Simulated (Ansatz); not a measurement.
# Work function of bcc Ta face by face (PBEsol)

Does the work function of Ta follow how densely a face is packed?

All values are computed: Ansatz 0.2.0, PBEsol, plane waves, scalar-relativistic unless marked; slabs or sheets with vacuum, the vacuum level from the planar mean of the electrostatic potential.

```
 face  atoms in the slab  top-layer atoms per Å²  work function (eV)
(211)                 12                   0.075                4.04
(100)                  8                   0.092                3.87
(110)                  6                   0.130                4.81
```

The densest face listed is +0.77 eV against the most open one. The two ends fit Smoluchowski's order, but the faces between don't rise in step with packing, so thin-slab scatter or the band structure matters as much.

The slabs are 1×1 cuts on the parent's lattice, 11.1 to 14.3 Å between the outer relaxed layers.

[Logs are printed without paths, hosts, clocks, repeated set-up lines and the standing remarks that a program may print on its own settings, such as how far it seeks lower states.]
